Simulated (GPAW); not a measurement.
# Core-hole calculation of the Rh L₃ edge in LiRh (P-6m2), part 2 of 2

Aim: the dependence of the Rh L₃ near-edge features of LiRh (P-6m2) on volume.

GPAW 26.7.0; X-ray absorption from dipole matrix elements to empty bands, plane-wave PAW LDA.

So far. Step 6 (Spectrum with XCH, Rh atom 1): This run also has another mesh (4×4×4 against 3×3×3), so the 9 % r.m.s. difference can't be laid on the changed setting alone. The highest intensity below 24 eV goes from 1.0 eV (1.81) to 1.2 eV (1.71). Step 8 (Spectrum with XCH, Rh atom 1): Against the first run the r.m.s. difference is 3 %. The highest intensity below 24 eV stays at 1.0 eV.

### Step 10. Spectrum with XCH, Rh atom 1

Changed against the first core-hole run: volume scale from 1 to 1.03.

Input file xas.py:

```python
import numpy as np
from ase import Atoms
from ase.parallel import parprint, paropen
from gpaw import GPAW, PW, FermiDirac, Mixer, MixerDif, setup_paths
from gpaw.test import gen
setup_paths.insert(0, '.')
gen('Rh', name='fch2p', xcname='LDA', corehole=(2, 1, 1), write_xml=True)
from gpaw.mpi import world
world.barrier()

atoms = Atoms('Rh8Li8',
    cell=[[-4.01784385, 2.31970323, 4.36944486],
     [4.01784385, -2.31970323, 4.36944486],
     [2.67856257, 4.63940646, -4.36944486]],
    scaled_positions=[[0.04166667, 0.20833333, 0.25],
     [0.54166667, 0.70833333, 0.25],
     [0.91666667, 0.58333333, 0.5],
     [0.41666667, 0.08333333, 0.5],
     [0.29166667, 0.45833333, 0.75],
     [0.79166667, 0.95833333, 0.75],
     [0.66666667, 0.33333333, 0],
     [0.16666667, 0.83333333, 0],
     [0.25, 0.25, 0],
     [0.75, 0.75, 0],
     [0.125, 0.625, 0.25],
     [0.625, 0.125, 0.25],
     [0.5, 0.5, 0.5],
     [0, 0, 0.5],
     [0.875, 0.375, 0.75],
     [0.375, 0.875, 0.75]],
    pbc=True)
atoms.calc = calc = GPAW(legacy_gpaw=True, mode=PW(500), xc='LDA', setups={0: 'fch2p'},
    kpts={'size': (3, 3, 3), 'gamma': True}, occupations=FermiDirac(0.1),
    charge=-1, mixer=Mixer(0.1, 5, 50), maxiter=150,
    convergence={'density': 0.0001}, txt='scf.txt')
energy = atoms.get_potential_energy() + calc.get_reference_energy()
ef = calc.get_fermi_level()
out = dict(energy=energy, fermi=ef, forces=atoms.get_forces().tolist())
parprint(f'all-electron energy {energy:.4f} eV, Fermi level {ef:.4f} eV')
ev = np.array([[calc.get_eigenvalues(k, s) for k in range(len(calc.get_ibz_k_points()))] for s in range(calc.get_number_of_spins())])
out['homo'], out['lumo'], out['counts'] = ev[ev < ef].max(), ev[ev > ef].min(), sorted(set((ev < ef).sum((0, 2)).tolist()))
out['filled'] = (ev[:, 0] < ef).sum(1).tolist()

from ase.units import Ha
from gpaw.xas import dipole_matrix_elements
nb = int(calc.get_number_of_electrons() / 2) + 172
top, nb = nb, nb + 8 + nb // 12
nscf = calc.fixed_density(kpts={'size': (3, 3, 3), 'gamma': True}, nbands=nb,
    convergence={'bands': top, 'eigenstates': 1e-5}, maxiter=60, txt='nscf.txt')
cell = atoms.cell.array
ops = [cell.T @ U.T @ np.linalg.inv(cell.T) for U in nscf.wfs.kd.symmetry.op_scc]
E = np.arange(-6, 34, 0.1)
fwhm = np.interp(E, [4, 25], [2.13, 3.5])
Y, X, zero, highest = 0, 0, 1e9, 1e9
for spin in range(nscf.get_number_of_spins()):
    wfs = nscf.wfs
    A = dipole_matrix_elements(wfs.setups[0])
    eps = np.zeros((wfs.kd.nibzkpts, nb))
    d = np.zeros((3, A.shape[1], wfs.kd.nibzkpts, nb), complex)
    for kpt in wfs.kpt_u:
        if kpt.s == spin and 0 in kpt.P_ani:
            eps[kpt.k] = kpt.eps_n * Ha
            d[:, :, kpt.k] = (kpt.weight * wfs.nspins / 2) ** 0.5 * np.inner(A, kpt.P_ani[0])
    world.sum(eps)
    world.sum(d)
    T = np.einsum('amkn,bmkn->abkn', d, d.conj()).real
    T = sum(np.einsum('ai,ijkn,bj->abkn', R, T, R) for R in ops) / len(ops)
    empty = eps > ef
    zero, highest = min(zero, eps[empty].min()), min(highest, eps[:, top - 1].min())
    lines = [(eps, T, empty)] if spin == 0 else lines + [(eps, T, empty)]
for eps, T, empty in lines:
    f = np.einsum('aakn->akn', T).reshape(3, -1)
    x = eps.ravel() - zero
    w = np.interp(x, E, fwhm) / 2.35482
    g = np.exp(-0.5 * ((E[:, None] - x) / w) ** 2) / (w * (2 * np.pi) ** 0.5)
    Y = Y + (f * empty.ravel()) @ g.T
    X = X + (f * ~empty.ravel()) @ g.T
out.update(E=E.round(2).tolist(), xas=Y.tolist(), xes=X.tolist(), zero=zero, valid=highest - zero, nk=len(eps), nb=nb)
for i in range(0, len(E), 10):
    parprint(f'{E[i]:7.2f}', *(f'{v:10.3e}' for v in Y[:, i]))
import json
with paropen('out.json', 'w') as f:
    json.dump(out, f)
```

Started as:

```bash
> OMP_NUM_THREADS=1 mpirun -n 2 gpaw python xas.py
```

It took 5.5 min on 2 MPI ranks of Arm Neoverse V1, shared host; peak memory 0.59 GiB; 11 min of CPU time.

```
E (eV)  first run  this run
  -2.0       0.05      0.05
  -1.0       0.46      0.47
   0.0       1.37      1.39
   1.0       1.81      1.83
   2.0       1.59      1.58
   3.0       1.18      1.17
   4.0       0.88      0.88
   5.0       0.71      0.70
   6.0       0.57      0.58
   7.0       0.72      0.77
   8.0       0.99      1.03
   9.0       1.03      1.02
  10.0       0.90      0.89
  11.0       0.91      0.96
  12.0       1.12      1.16
  13.0       1.20      1.17
  14.0       1.06      1.02
  15.0       0.93      0.90
  16.0       0.85      0.84
  17.0       0.82      0.82
  18.0       0.81      0.80
  19.0       0.79      0.77
  20.0       0.74      0.72
  21.0       0.70      0.69
  22.0       0.70      0.71
  23.0       0.73      0.74
  24.0       0.75      0.77
  25.0       0.78      0.80
  26.0       0.81      0.82
  27.0       0.81      0.82
  28.0       0.81      0.83
  29.0       0.82      0.85
  30.0       0.85      0.89
  31.0       0.89      0.92
  32.0       0.91      0.94
```

Against the first run the r.m.s. difference is 3 %. The highest intensity below 24 eV stays at 1.0 eV.

The photon energy of the zero moves by -0.05 eV.

### Step 11. The volumes side by side

```
volume  nearest distance (Å)  shift of the zero (eV)  maximum 1 (eV above own zero)  maximum 2 (eV above own zero)  maximum 3 (eV above own zero)
  0.91                 2.568                   +0.17                            1.2                            9.2                           13.6
  0.97                 2.624                   +0.05                            1.0                            8.8                           13.0
     1                 2.650                   +0.00                            1.0                            8.6                           12.8
  1.03                 2.677                   -0.05                            1.0                            8.4                           12.6
```

The curves, each shifted by its zero's change so that they share one photon-energy axis, counted from the zero at V × 1:

```
E (eV)  V × 0.91  V × 0.97  V × 1  V × 1.03
  -2.0      0.02      0.05   0.05      0.07
  -1.0      0.25      0.42   0.46      0.51
   0.0      0.99      1.30   1.37      1.43
   1.0      1.64      1.79   1.81      1.82
   2.0      1.64      1.62   1.59      1.56
   3.0      1.32      1.22   1.18      1.15
   4.0      0.96      0.90   0.88      0.87
   5.0      0.75      0.72   0.71      0.69
   6.0      0.62      0.57   0.57      0.59
   7.0      0.56      0.65   0.72      0.79
   8.0      0.78      0.93   0.99      1.04
   9.0      1.01      1.04   1.03      1.01
  10.0      1.00      0.93   0.90      0.88
  11.0      0.90      0.88   0.91      0.97
  12.0      0.94      1.06   1.12      1.17
  13.0      1.14      1.21   1.20      1.16
  14.0      1.22      1.13   1.06      1.01
  15.0      1.10      0.97   0.93      0.89
  16.0      0.96      0.87   0.85      0.84
  17.0      0.88      0.83   0.82      0.82
  18.0      0.84      0.81   0.81      0.80
  19.0      0.81      0.79   0.79      0.77
  20.0      0.78      0.76   0.74      0.72
  21.0      0.74      0.71   0.70      0.69
  22.0      0.73      0.70   0.70      0.71
  23.0      0.73      0.71   0.73      0.75
  24.0      0.73      0.73   0.75      0.77
  25.0      0.73      0.76   0.78      0.80
  26.0      0.74      0.78   0.81      0.82
  27.0      0.76      0.80   0.81      0.82
  28.0      0.78      0.79   0.81      0.83
  29.0      0.78      0.79   0.82      0.86
  30.0      0.77      0.81   0.85      0.89
  31.0      0.77      0.85   0.89      0.92
  32.0      0.79      0.88   0.91      0.95
```

### Step 12. What came out

```json
{
 "absorber and edge": "Rh L₃, atom 1 of the ground-state input (counted from 1)",
 "surroundings": "6 Li at 2.65 Å and 6 Rh at 2.65 Å (anticuboctahedral, as in hcp, site symmetry -6m2)",
 "highest intensity below 24 eV": "1.0 eV above the zero, height 1.81"
}
```

In words: From V × 0.91 to V × 1.03 the nearest distance grows by 0.108 Å and the zero moves by -0.22 eV. Above their own zero, the maxima move from 1.2 to 1.0 eV, from 9.2 to 8.4 eV and from 13.6 to 12.6 eV. The meshes differ between volumes, which adds to the changes. The Rh L₃ edge of atom 1, with 6 Li at 2.65 Å and 6 Rh at 2.65 Å (anticuboctahedral, as in hcp, site symmetry -6m2), has its highest intensity of the first 24 eV at 1.0 eV above the zero, 1.8 times the mean level of the first 20 eV (Gaussian full width 2.13 eV up to 4 eV, rising linearly to 3.5 eV at 25 eV). At the Rh L₃ edge of atom 1 polarisation matters most near 0.6 eV, where the curves differ by 1.3 on this scale. Only the L₃ part is meant: spin–orbit coupling of the core level isn't computed and the L₂ copy isn't added. The script folds with a Gaussian, whereas the core hole's own line is a Lorentzian, so the onset is too steep and the first peak too high. The holes are only 6.3 Å apart, so the shape is probably not converged with cell size; no larger cell was run here. The mesh is coarse (0.39 Å⁻¹ between points), so small maxima may be mesh ripples. Lifetime broadening is put in by hand, and intensities beyond about 20 eV depend on it and on the partial waves; weight that the partial waves miss at high energy is lost. The structure is a computed Materials Project entry and may be a hypothetical form.

[Logs are printed without paths, hosts, clocks, repeated set-up lines and the standing remarks that a program may print on its own settings, such as how far it seeks lower states.]

[Hosts, paths, dates, database ids (printed as entryN), source tags and the programs' standing remarks are cut or masked in the printed files.]

[Lists of maxima count a maximum above −3 eV only where it reaches 4 % of the highest in the window and stands out from its surroundings by 2 % of it (1.5 % where it reaches 55 %); shoulders and weaker maxima are passed over, and of the rest the first, up to two pre-edge ones and the few strongest are named.]
